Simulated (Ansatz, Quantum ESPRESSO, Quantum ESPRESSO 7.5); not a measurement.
## Band edges of 1T-GeF2, 1 layer under strain

Wanted: deformation of the bands of 1T-GeF2, 1 layer, driven from Python.

Method: plane-wave DFT, PBE, GBRV ultrasoft pseudopotentials (geometry by Ansatz 0.2.0 with PAW datasets; geometry under PBE), in Quantum ESPRESSO 7.5.

## 1. The structure

The cell holds 3 atoms: 2 F and 1 Ge. Cell: a = 2.413 Å, b = 2.413 Å, c = 17.051 Å, α = 90.0°, β = 90.0°, γ = 120.0°. It derives from GeF2. Vacuum lies along c.

This sheet is a model structure: its symmetry is held, and its stability is not tested here.

## 2. Geometry from Ansatz

The geometry comes first, from a plane-wave PAW code, so that the later runs on this slab share one structure.

input.yaml

```yaml
crystal:
  lattice:
    - [2.41304, 0.0, 0.0]
    - [-1.20652, 2.0897539403, 0.0]
    - [0.0, 0.0, 17.0513208618]
  atoms:
    - { symbol: F, position: [0.6666666667, 0.3333333333, 0.4398486229] }
    - { symbol: Ge, position: [0.0, 0.0, 0.5] }
    - { symbol: F, position: [0.3333333333, 0.6666666667, 0.5601513771] }
kpoints:
  mp_grid: { grid: [12, 12, 1] }
hamiltonian:
  xc: pbe
scf:
  occupations: { method: fermi_dirac, width: 0.05 }
  convergence: { dr2_threshold: 1.0e-08 }
efield:
  axis: 3
  dipole_correction: true
  ramp_position: 0.97
  ramp_width: 0.04
relax:
  f_tol: 0.01
  cell: { fix: [c, alpha, beta] }
output:
  write_potential: true
  write_density: true
  volumetric_format: npy
```

Launch:

```console
$ ansatz run input.yaml --threads 2 --pin off --max-ram 4096MiB --backend cpu --events-out ev --progress --plain --runs-dir out
```

Numbers of over 12 decimals in the logs are rounded to 6 here.

The log of the run:

```text
Warning: relax.cell: scf.convergence.dr2_threshold = 1e-8 eV is looser than the 3e-10 eV advised for a relaxation that steers and ends on the stress (1e-10 eV for each atom of the cell: 3). What an SCF threshold leaves in a stress goes as its square root, and in the free energy as the threshold itself, and one threshold admits the most on a small cell: [figures from the program's tests cut] Set scf.convergence.dr2_threshold to 3e-10 eV or tighter. The threshold is an SCF's pass mark: one that does not reach it within its budget of iterations ends unconverged, or closes short of it on a stop that the run arms, and scf.convergence.dr2_threshold's page says what that costs each kind of run
Engine: ansatz 0.2.0, aarch64-unknown-linux-gnu
Pseudopotentials: kind: paw
Pseudopotential: F, paw, valence charge 7, recommended cutoff 420 eV (normal), F.paw.azcp
Pseudopotential: Ge, paw, valence charge 14, recommended cutoff 420 eV (normal), Ge.paw.azcp
Functional definition: PBE
  parameter kappa = 0.804
  parameter beta = 0.066725
  exchange = pbe_x(kappa = kappa, mu = beta*pi^2/3)
  correlation = pbe_c(beta = beta)
Crystal: 3 atoms, lattice volume = 85.984 Å³
Basis set: ecut = 420 eV, 1623 PW (Γ), exchange–correlation on 36×36×240 points (8 copies of the dense FFT grid, shifted against one another)
Bands: 18, of which v1, the nominal top of the filled ones, is band 14 counted from 1 (13 counted from 0)
Symmetry: 6 space group operations
k-points: 19 of 144 (time reversal used)
Non-local potential: F, projectors of the file, l = 0: 2, l = 1: 2, l = 2: 1
Non-local potential: Ge, projectors of the file, l = 0: 2, l = 1: 2, l = 2: 3, l = 3: 1
PAW form: soft (Blöchl's): semilocal exchange-correlation on the pseudo side does not see the compensation charge
PAW one-centre angular grid: F, 110 points (default); XC on 64 Gauss nodes
PAW one-centre angular grid: Ge, 590 points (default); XC on 64 Gauss nodes
Initial density: superposition of atomic densities (neutral atoms: chi_scale 0, normalization atom), corrected by the library's trained network
Initial wavefunctions: pseudopotential atomic-orbital guess
Functional: x = pbe(κ = 0.804, μ = 0.219515), c = pbe(β = 0.066725)
SCF iter   1: F=—  HF=-5896.483935 eV  |F-HF|=—  |Δ(HF+E_count)|=         —  Δρ=1.82e-2  dr2=6.15e0  ethr=1.77e-3  p=-0.001 e·Å  D=-1.40e-3 V/Å  ΔV_dip=0.02 eV  dr2_dipole=1.61e-2  V_vac-E_F(+/−)=-1.05/-1.08 eV  ⟨swp⟩=8.5  Hψ=5043  notcnv=0  defer=5
efield: sawtooth ramp at fractional position 0.9700 (set: `efield.ramp_position`, or a place that a band, a saddle search or an elastic batch's reference lends), width 0.0400; the density the first Hamiltonian is built on has a dipole p = -0.001 e·Å; the dipole correction subtracts the counter field D = -1.40e-3 V/Å, which shifts the + side's vacuum level by +0.02 eV against the − side's; the planar-averaged density in the ramp window peaks in size at 1.2e-4 e/Å³
automatic band count: the SCF goes on with 22 bands, as 18 were too few: the levels above may hold too much charge
preconditioner: auto → LDOS  [metal: Δε(μ)=0.103 eV  Ē_g=26.253 eV  σ=0.050 eV  W_gap=0.44  n_scr=12 (ndim 8)  ℏωp=21.2 eV  f_vac=0.723  D(μ)=2.01/eV (n_scr^D=10)  β→1.0]
SCF iter   2: F=—  HF=-5896.259074 eV  |F-HF|=—  |Δ(HF+E_count)|=   2.25e-1  Δρ=8.89e-3  dr2=1.31e0  ethr=1.77e-3  p=0.000 e·Å  D=8.78e-4 V/Å  ΔV_dip=-0.01 eV  dr2_dipole=1.91e-3  V_vac-E_F(+/−)=0.05/0.07 eV  ⟨swp⟩=3.1  Hψ=789  notcnv=0  defer=32
SCF iter   3: F=—  HF=-5896.175380 eV  |F-HF|=—  |Δ(HF+E_count)|=   8.37e-2  Δρ=4.39e-3  dr2=1.31e-1  ethr=1.77e-3  p=0.002 e·Å  D=3.21e-3 V/Å  ΔV_dip=-0.05 eV  dr2_dipole=9.00e-5  V_vac-E_F(+/−)=0.92/0.99 eV  ⟨swp⟩=3.0  Hψ=646  notcnv=0  defer=34
SCF iter   4: F=—  HF=-5896.170752 eV  |F-HF|=—  |Δ(HF+E_count)|=   4.63e-3  Δρ=1.39e-3  dr2=5.44e-3  ethr=4.67e-4  p=0.002 e·Å  D=4.18e-3 V/Å  ΔV_dip=-0.07 eV  dr2_dipole=1.20e-5  V_vac-E_F(+/−)=1.21/1.29 eV  ⟨swp⟩=3.3  Hψ=634  notcnv=0  defer=34
SCF iter   5: F=—  HF=-5896.178214 eV  |F-HF|=—  |Δ(HF+E_count)|=   7.46e-3  Δρ=1.05e-3  dr2=3.78e-3  ethr=1.94e-5  p=0.000 e·Å  D=4.01e-4 V/Å  ΔV_dip=-0.01 eV  dr2_dipole=1.03e-6  V_vac-E_F(+/−)=1.20/1.21 eV  ⟨swp⟩=3.6  Hψ=997  notcnv=0  defer=37
SCF iter   6: F=—  HF=-5896.180119 eV  |F-HF|=—  |Δ(HF+E_count)|=   1.90e-3  Δρ=7.54e-4  dr2=5.87e-3  ethr=1.35e-5  p=-0.001 e·Å  D=-2.06e-3 V/Å  ΔV_dip=0.04 eV  dr2_dipole=3.48e-5  V_vac-E_F(+/−)=1.29/1.26 eV  ⟨swp⟩=3.3  Hψ=894  notcnv=0  defer=37
SCF iter   7: F=—  HF=-5896.179522 eV  |F-HF|=—  |Δ(HF+E_count)|=   5.97e-4  Δρ=3.44e-4  dr2=2.46e-3  ethr=1.35e-5  p=-0.001 e·Å  D=-2.50e-3 V/Å  ΔV_dip=0.04 eV  dr2_dipole=2.05e-5  V_vac-E_F(+/−)=1.38/1.34 eV  ⟨swp⟩=2.4  Hψ=559  notcnv=0  defer=37
SCF iter   8: F=—  HF=-5896.179002 eV  |F-HF|=—  |Δ(HF+E_count)|=   5.19e-4  Δρ=2.42e-4  dr2=5.51e-4  ethr=8.77e-6  p=-0.001 e·Å  D=-1.45e-3 V/Å  ΔV_dip=0.02 eV  dr2_dipole=1.71e-6  V_vac-E_F(+/−)=1.50/1.47 eV  ⟨swp⟩=1.7  Hψ=429  notcnv=0  defer=37
SCF iter   9: F=—  HF=-5896.179153 eV  |F-HF|=—  |Δ(HF+E_count)|=   1.51e-4  Δρ=2.64e-4  dr2=1.94e-4  ethr=1.97e-6  p=-0.000 e·Å  D=-5.64e-4 V/Å  ΔV_dip=0.01 eV  dr2_dipole=3.75e-6  V_vac-E_F(+/−)=1.56/1.55 eV  ⟨swp⟩=3.0  Hψ=639  notcnv=0  defer=37
SCF iter  10: F=—  HF=-5896.178079 eV  |F-HF|=—  |Δ(HF+E_count)|=   1.07e-3  Δρ=2.21e-4  dr2=1.01e-3  ethr=6.94e-7  p=0.001 e·Å  D=2.08e-3 V/Å  ΔV_dip=-0.04 eV  dr2_dipole=4.29e-6  V_vac-E_F(+/−)=1.86/1.90 eV  ⟨swp⟩=3.5  Hψ=790  notcnv=0  defer=37  recentre
SCF iter  11: F=—  HF=-5896.179205 eV  |F-HF|=—  |Δ(HF+E_count)|=   1.13e-3  Δρ=3.91e-5  dr2=2.82e-6  ethr=6.94e-7  p=-0.000 e·Å  D=-2.90e-5 V/Å  ΔV_dip=0.00 eV  dr2_dipole=2.16e-8  V_vac-E_F(+/−)=1.66/1.66 eV  ⟨swp⟩=3.5  Hψ=785  notcnv=0  defer=38
SCF iter  12: F=—  HF=-5896.179250 eV  |F-HF|=—  |Δ(HF+E_count)|=   4.52e-5  Δρ=1.67e-5  dr2=3.28e-7  ethr=1.01e-8  p=0.000 e·Å  D=4.85e-5 V/Å  ΔV_dip=-0.00 eV  dr2_dipole=3.79e-9  V_vac-E_F(+/−)=1.67/1.67 eV  ⟨swp⟩=2.6  Hψ=814  notcnv=0  defer=38
SCF iter  13: F=—  HF=-5896.179250 eV  |F-HF|=—  |Δ(HF+E_count)|=   7.67e-9  Δρ=6.50e-6  dr2=1.62e-7  ethr=1.17e-9  p=0.000 e·Å  D=7.01e-5 V/Å  ΔV_dip=-0.00 eV  dr2_dipole=2.68e-9  V_vac-E_F(+/−)=1.68/1.68 eV  ⟨swp⟩=2.7  Hψ=685  notcnv=0  defer=38
SCF iter  14: F=—  HF=-5896.179250 eV  |F-HF|=—  |Δ(HF+E_count)|=   1.02e-8  Δρ=4.20e-6  dr2=2.03e-8  ethr=5.80e-10  p=0.000 e·Å  D=6.85e-5 V/Å  ΔV_dip=-0.00 eV  dr2_dipole=8.39e-12  V_vac-E_F(+/−)=1.67/1.68 eV  ⟨swp⟩=3.1  Hψ=629  notcnv=0  defer=38
[...]
relax step  23: F+E_penalty+E_count = -5911.70156319 eV  Δ(F+E_penalty+E_count) = +1.103e-3 eV  max|allowed force component| = 2.407e-2 eV/Å  Δτ_max = 0.0328 Å  P = +0.040 GPa  Ω = 190.251 Å³  energy of the carried Pulay correction = -8.913e-3 eV  fix = [c, alpha, beta]  reactions: c +0.057 GPa  (8 SCF iters, accepted)
relax step  24: F+E_penalty+E_count = -5911.70194283 eV  Δ(F+E_penalty+E_count) = -3.796e-4 eV  max|allowed force component| = 3.320e-3 eV/Å  Δτ_max = 0.0072 Å  P = -0.002 GPa  Ω = 190.054 Å³  energy of the carried Pulay correction = -8.667e-3 eV  fix = [c, alpha, beta]  reactions: c +0.012 GPa  (7 SCF iters, accepted)
iter 1 solved again at ethr=2.35e-7 eV; its pass at ethr=3.10e-3 eV (dr2=6.58e-5 eV) is discarded
SCF iter   1: F=—  HF=-5911.698178 eV  |F-HF|=—  |Δ(HF+E_count)|=         —  Δρ=5.59e-4  dr2=3.47e-5  ethr=2.35e-7  p=0.000 e·Å  D=1.17e-5 V/Å  ΔV_dip=-0.00 eV  dr2_dipole=3.79e-11  V_vac-E_F(+/−)=5.50/5.50 eV  ⟨swp⟩=3.0  Hψ=3123  notcnv=0
efield: sawtooth ramp at fractional position 0.9700 (set: `efield.ramp_position`, or a place that a band, a saddle search or an elastic batch's reference lends), width 0.0400; the density the first Hamiltonian is built on has a dipole p = 0.000 e·Å; the dipole correction subtracts the counter field D = 1.17e-5 V/Å, which shifts the + side's vacuum level by -0.00 eV against the − side's; the planar-averaged density in the ramp window peaks in size at 1.3e-5 e/Å³
preconditioner: auto → none  [insulator: Δε(μ)=2.690 eV  Ē_g=21.215 eV  σ=0.050 eV  W_gap=1.00  n_scr=10 (ndim 8)  ℏωp=14.3 eV  f_vac=0.743  D(μ)=0.00/eV (n_scr^D=0)  ε∞_Penn≈1.5]
SCF iter   2: F=—  HF=-5911.706929 eV  |F-HF|=—  |Δ(HF+E_count)|=   8.75e-3  Δρ=2.72e-4  dr2=1.51e-5  ethr=1.24e-7  p=0.000 e·Å  D=7.42e-6 V/Å  ΔV_dip=-0.00 eV  dr2_dipole=9.07e-11  V_vac-E_F(+/−)=5.50/5.50 eV  ⟨swp⟩=2.0  Hψ=741  notcnv=0
SCF iter   3: F=—  HF=-5911.710207 eV  |F-HF|=—  |Δ(HF+E_count)|=   3.28e-3  Δρ=1.40e-4  dr2=4.43e-6  ethr=5.39e-8  p=0.000 e·Å  D=1.42e-5 V/Å  ΔV_dip=-0.00 eV  dr2_dipole=2.94e-10  V_vac-E_F(+/−)=5.50/5.50 eV  ⟨swp⟩=2.0  Hψ=701  notcnv=0
SCF iter   4: F=—  HF=-5911.711644 eV  |F-HF|=—  |Δ(HF+E_count)|=   1.44e-3  Δρ=1.34e-5  dr2=6.91e-8  ethr=1.58e-8  p=0.000 e·Å  D=3.60e-6 V/Å  ΔV_dip=-0.00 eV  dr2_dipole=5.67e-10  V_vac-E_F(+/−)=5.50/5.50 eV  ⟨swp⟩=2.3  Hψ=721  notcnv=0
SCF iter   5: F=—  HF=-5911.711675 eV  |F-HF|=—  |Δ(HF+E_count)|=   3.10e-5  Δρ=5.31e-6  dr2=3.09e-8  ethr=3.57e-11  p=0.000 e·Å  D=2.24e-5 V/Å  ΔV_dip=-0.00 eV  dr2_dipole=2.47e-9  V_vac-E_F(+/−)=5.50/5.50 eV  ⟨swp⟩=13.6  Hψ=3009  notcnv=0
SCF iter   6: F=—  HF=-5911.711681 eV  |F-HF|=—  |Δ(HF+E_count)|=   5.48e-6  Δρ=4.36e-6  dr2=4.56e-8  ethr=1.10e-10  p=-0.000 e·Å  D=-7.08e-6 V/Å  ΔV_dip=0.00 eV  dr2_dipole=4.36e-9  V_vac-E_F(+/−)=5.50/5.50 eV  ⟨swp⟩=2.8  Hψ=715  notcnv=0
iter 7 met the thresholds in force, and the SCF goes on: an eigenvalue changes by 7.80 meV, over its tolerance of 3.16 meV (output.eigenvalues, Limitations)
SCF iter   7: F=-5911.711682 eV  HF=-5911.711682 eV  |F-HF|=2.73e-7  |Δ(HF+E_count)|=   1.17e-6  Δρ=1.13e-6  dr2=2.83e-9  ethr=3.57e-11  p=0.000 e·Å  D=5.65e-6 V/Å  ΔV_dip=-0.00 eV  dr2_dipole=2.57e-10  V_vac-E_F(+/−)=5.50/5.50 eV  ⟨swp⟩=9.8  Hψ=2635  notcnv=0
SCF iter   8: F=-5911.711682 eV  HF=-5911.711682 eV  |F-HF|=7.47e-9  |Δ(HF+E_count)|=   2.68e-7  Δρ=1.99e-7  dr2=7.26e-11  ethr=1.01e-11  p=0.000 e·Å  D=9.20e-6 V/Å  ΔV_dip=-0.00 eV  dr2_dipole=4.79e-12  V_vac-E_F(+/−)=5.50/5.50 eV  ⟨swp⟩=7.8  Hψ=2320  notcnv=0
SCF 25 converged in 8 iterations: F = -5911.711682 eV  dr2 = 7.26e-11
relax step  25: F+E_penalty+E_count = -5911.71168234 eV  Δ(F+E_penalty+E_count) = -9.740e-3 eV  max|allowed force component| = 2.719e-3 eV/Å  Δτ_max = 0.0000 Å  P = +0.024 GPa  Ω = 190.054 Å³  fix = [c, alpha, beta]  reactions: c -0.005 GPa  stress off target by 3.77e-2 GPa on what of the cell is left free  SCF on the basis re-selected at this cell (its energy is not comparable with the rows above)  (8 SCF iters)
basis re-selected at this cell: Δ(F+E_penalty+E_count) = -9.740e-3 eV, ΔP = +0.026 GPa vs the last step (what re-selecting the basis moved, of the pressure what is left beyond the Pulay correction that the steps carried, after the strain that the cell walked since its last selection, with what the two solves' SCF thresholds leave and, on support functions, any second-order correction that the steps lacked; it is no m [...]
WARN: The output density's exchange-correlation potential varies sharply where the density is thin. Do not read a vacuum level from v_tot or v_xc, or from such a field of the output density. On a cell that repeats whose density bears no net charge and no dipole along the vacuum's axis use v_es (v_loc + v_h of the components); under efield.dipole_correction with no amplitude use v_es + v_field, which holds any externa [...]
SCF converged after 8 iterations
an eigenvalue changed by more than its tolerance at an iteration that met the thresholds in force, so the SCF went on 1 time: the last check found none over its tolerance
Free energy (F): -5911.711682 eV
Harris-Foulkes:  -5911.711682 eV  (|F-HF|=7.47e-9)
Internal energy: -5911.711682 eV  (E = F + TS)
E sigma→0 (E₀):  -5911.711682 eV
Fermi energy:    -2.894736 eV
Dipole field:    D = 0.000012 V/Å  (p = 0.000013 e·Å, saw-weighted, corrected)
Work function:   Φ+ = 5.4959 eV   Φ− = 5.4961 eV
Levels:          The Fermi level and band energies are counted from a zero that moves with the ramp; work functions are not
--- Per-component energies (eV) ---
  E_band       = -495.200973
  E_kinetic    = 518.547055
  E_local      = -16050.960809  (includes V_loc(G=0)·N_el)
  E_nonlocal   = 557.236611
  E_hartree    = 7587.132761
  E_xc         = -233.939239
  E_vxc        = -266.957475  (∫ρ·V_xc dr)
  E_paw        = -2411.100139  (= ΣΔE_a)
  E_vpaw       = -427.336210  (= ΣTr[D̂ρ^β])
  E_aug_tail   = 0.004575  (compensation charges beyond the density's cutoff)
  E_efield     = 0.000000  (sawtooth field / dipole correction)
  E_vefield    = -0.000058  (∫n·V_field dr)
  E_ewald      = 4121.367502
  E_smearing   = -0.000000  (= −TS)
  E_closure    = 0.000000  (closes the sum)
  Σ components = -5911.711682   (vs F -5911.711682, Δ=0.00e0)
--- Forces (eV/Å), atoms counted from 1 ---
  atom   1  F      0.00000000     0.00000000     0.00271883
  atom   2  Ge     0.00000000    -0.00000000    -0.00023413
  atom   3  F      0.00000000    -0.00000000    -0.00248375
  max |Σ_I F_I| component: 9.46e-7 eV/Å
--- Stress (GPa, compression-positive) ---
        0.037720       0.000000      -0.000000
        0.000000       0.037720       0.000000
       -0.000000       0.000000      -0.004839
  P = ⅓ Tr σ = 0.0235 GPa (0.235 kbar)
--- Band table (eV; the first three rows and the last of 19) ---
  k-point 0: bands = [... 10 lower, -7.6158, -7.6158, -6.9968, -6.2197, -1.5833, 2.1374, 2.1374, 2.1693, ... 4 higher]
  k-point 1: bands = [... 10 lower, -7.5611, -7.5068, -6.9580, -6.0505, -1.4540, 1.7981, 2.1910, 2.3846, ... 4 higher]
  k-point 2: bands = [... 10 lower, -7.5535, -7.4065, -6.9061, -5.6623, -1.1140, 1.3248, 2.3334, 2.7062, ... 4 higher]
  k-point 18: bands = [... 10 lower, -8.0251, -6.9851, -6.9850, -4.2764, 0.8261, 1.4290, 1.4290, 6.1746, ... 4 higher]
--- Relaxed structure (21 steps of the walk, 21 accepted, 4 SCFs on fresh bases) ---
  F+E_penalty+E_count = -5911.71168234 eV   max|allowed force component| = 2.719e-3 eV/Å   (the final SCF, on the basis selected at the relaxed cell)
  cell:  # Å, volume = 190.0535 Å³
    - [3.587514, 0, 0]
    - [-1.793757, 3.106879, 0]
    - [0, 0, 17.0513208618]
  atoms:
    - { symbol: F, position: [0.666667, 0.333333, 0.442504] }
    - { symbol: Ge, position: [0, 0, 0.500001] }
    - { symbol: F, position: [0.333333, 0.666667, 0.557494] }
```

Elapsed: 53 s, on 2 threads of Arm Neoverse V2, shared host; peak memory 0.42 GiB.

The steps of the relaxation (22 of 25):

| step | energy less that of the first step (eV) | largest force component (eV/Å) | pressure (GPa) | volume (Å³) |
| --- | --- | --- | --- | --- |
| 1 | 0.0000 | 21.3876 | 82.30 | 85.98 |
| 2 | -8.4739 | 10.9768 | 41.30 | 94.76 |
| 3 | -12.4320 | 3.5960 | 15.46 | 104.00 |
| 4 | -13.3204 | 1.3253 | 5.17 | 113.45 |
| 6 | -13.4889 | 0.0828 | -0.60 | 118.90 |
| 7 | -13.4896 | 0.0115 | -0.81 | 118.79 |
| 8 | -13.4896 | 0.0001 | -0.76 | 118.77 |
| 9* | -14.0737 | 0.0340 | 4.99 | 118.77 |
| 10 | -14.4605 | 0.0671 | 3.61 | 128.83 |
| 11 | -14.7345 | 0.2032 | 1.83 | 139.36 |
| 12 | -14.8727 | 0.1806 | 0.09 | 150.23 |
| 14 | -14.8829 | 0.0219 | -0.23 | 154.44 |
| 15 | -14.8827 | 0.0027 | -0.30 | 154.56 |
| 16* | -15.1911 | 0.0009 | 2.09 | 154.56 |
| 17 | -15.3587 | 0.0200 | 1.28 | 166.11 |
| 18 | -15.4271 | 0.0471 | 0.21 | 177.97 |
| 19 | -15.4237 | 0.0129 | -0.16 | 182.31 |
| 20 | -15.4257 | 0.0054 | -0.06 | 181.49 |
| 22 | -15.5234 | 0.0124 | 0.18 | 186.53 |
| 23 | -15.5223 | 0.0241 | 0.04 | 190.25 |
| 24 | -15.5227 | 0.0033 | 0.00 | 190.05 |
| 25* | -15.5324 | 0.0027 | 0.02 | 190.05 |

Relaxation steps marked * repeat the geometry before them on a plane-wave basis chosen anew for their cell, so energy and pressure can jump there. Other such steps can lie between the rows shown.

Forces are held to the 6 operations that the run works with; a distortion that breaks them can't arise in this run.

| cell as run | before | after | change |
| --- | --- | --- | --- |
| a (Å) | 2.413 | 3.588 | +48.7 % |
| b (Å) | 2.413 | 3.588 | +48.7 % |

The atoms that moved most (Å, along periodic axes as changes of fractional coordinates times the final cell, across vacuum about the mean position):

| atom | dx | dy | dz | length |
| --- | --- | --- | --- | --- |
| F3 | 0.000 | 0.000 | -0.045 | 0.045 |
| F1 | 0.000 | 0.000 | 0.045 | 0.045 |

Final coordinates:

```xyz
3
Lattice="3.5875 0.0000 0.0000 -1.7938 3.1069 0.0000 0.0000 0.0000 17.0513" Properties=species:S:1:pos:R:3
F     1.7938    1.0356    7.5453
Ge    0.0000    0.0000    8.5257
F     0.0000    2.0713    9.5060
```

This step gave:

| Quantity | Value |
| --- | --- |
| free energy | -5911.7117 eV |
| Fermi energy | -2.895 eV |
| gap by band count | 2.693 eV |
| symmetry operations | 6 |
| dipole along the normal | 1.28e-5 e·Å |
| vacuum level at the upper face over a Fermi level inside the gap | 5.496 eV |
| vacuum level at the lower face over a Fermi level inside the gap | 5.496 eV |

[end of part 1 of 2]

[Logs are printed without paths, hosts, clocks, repeated set-up lines and the standing remarks that a program may print on its own settings, such as how far it seeks lower states.]

[Hosts, paths, dates, database ids (printed as entryN), source tags and the programs' standing remarks are cut or masked in the printed files.]

[Maps of the electrostatic potential energy from Ansatz leave out the sawtooth potential of an applied field or a dipole correction, so their vacuum need not be flat; planar profiles and work functions include it.]
